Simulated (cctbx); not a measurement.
# Accept or mend?

Cell a = 6.9190 Å, b = 11.8920 Å, c = 11.3900 Å, α = 90.00°, β = 90.49°, γ = 90.00°; space group C2/c (no. 15).

Simulated single-crystal data (cctbx): Mo Kα, λ = 0.71073 Å, to d = 0.7 Å, 95 % of the full sphere, strongest reflection 20000 counts, noise from counting, a 3 % proportional error and a noise floor of 15 counts (s.d.); no absorption.

An anisotropic refinement with weights 1/σ² prints:

```text
Rint 0.029, 1424 unique reflections to 0.70 A
cycle     R1     wR2    GooF  max shift (A)
   1  0.0653  0.1584   5.340   0.00601
   2  0.0326  0.0968   3.263   0.00001
final R1 0.0326 wR2 0.0968 GooF 3.263  parameters 52  data/parameter 27.4
atom        x        y        z      Ueq    occ   su(xyz)  su(Uiso or U11)
K1     0.36863  0.85845  0.90669   0.0095  1.000  0.00010  0.0003
S1     0.25520  0.12003  0.79782   0.0025  1.000  0.00010  0.0003
S2     0.00000  0.00000  0.50000   0.0026  1.000  0.00000  0.0004
S3     0.50000  0.37912  0.75000   0.0032  1.000  0.00008  0.0004
Si1    0.16850  0.96962  0.86126   0.0016  1.000  0.00011  0.0003
Mg1    0.50000  0.24774  0.25000   0.0026  1.000  0.00012  0.0006
Li1    0.43494  0.16713  0.61769   0.0052  1.000  0.00076  0.0022
difference map: max 1.03 min -1.60 rms 0.21
Q1    0.2363  0.1159  0.7782    8    1.06  0.26 A from S1
Q2    0.1730  0.0482  0.3776    8    1.05  0.28 A from Si1
Q3    0.0000  0.0000  0.5000    4    0.98  0.00 A from S2
Q4    0.0000  0.1032  0.2500    4    0.94  0.21 A from S3
Q5    0.0000  0.2278  0.7500    4    0.76  0.29 A from Mg1
Q6    0.0000  0.2874  0.7500    4    0.68  0.42 A from Mg1
```

**Question.** Can this result stand? If not, what is the likely fault?

Mend it. The fault: wrong element: K1 is S. Against the right model at the same level, R1 goes from 0.0125 to 0.0326 and GooF from 0.95 to 3.26, U of Si1 shrinks from 0.0041 to 0.0016 Å², U of Mg1 shrinks from 0.0051 to 0.0026 Å², U of S2 shrinks from 0.0050 to 0.0026 Å², U of S1 shrinks from 0.0048 to 0.0025 Å², the top difference peak, 1.1 e/Å³, lies on S1 and a hole of -1.6 e/Å³ opens. K1 has 3 electrons too many and its U swells to shed them, as expected.

The compound is Li2MgSi2S6. The right model at the same level gives:

```text
Rint 0.029, 1424 unique reflections to 0.70 A
cycle     R1     wR2    GooF  max shift (A)
   1  0.0153  0.0357   1.205   0.00135
   2  0.0125  0.0282   0.952   0.00000
final R1 0.0125 wR2 0.0282 GooF 0.952  parameters 52  data/parameter 27.4
atom        x        y        z      Ueq    occ   su(xyz)  su(Uiso or U11)
S1     0.36871  0.85847  0.90670   0.0058  1.000  0.00003  0.0001
S2     0.25514  0.12003  0.79781   0.0048  1.000  0.00003  0.0001
S3     0.00000  0.00000  0.50000   0.0050  1.000  0.00000  0.0001
S4     0.50000  0.37908  0.75000   0.0055  1.000  0.00002  0.0001
Si1    0.16845  0.96960  0.86130   0.0041  1.000  0.00003  0.0001
Mg1    0.50000  0.24773  0.25000   0.0051  1.000  0.00004  0.0002
Li1    0.43561  0.16717  0.61784   0.0080  1.000  0.00022  0.0007
difference map: max 0.38 min -0.31 rms 0.08
Q1    0.0495  0.4158  0.5234    8    0.39  1.19 A from S1
Q2    0.1279  0.0848  0.0630    8    0.31  1.52 A from S3
Q3    0.1163  0.2239  0.3998    8    0.31  1.36 A from Li1
Q4    0.2087  0.2017  0.0966    8    0.31  2.45 A from S2
Q5    0.1846  0.3828  0.5272    8    0.31  0.89 A from S1
Q6    0.2216  0.2232  0.9648    8    0.30  2.28 A from S2
```

The model was made for the exercise: a known structure type with other elements put in, its volume estimated, not relaxed; displacement parameters are assumed.

[Middle refinement cycles are left out of these outputs.]

[Logs are printed without paths, hosts, clocks, repeated set-up lines and the standing remarks that a program may print on its own settings, such as how far it seeks lower states.]
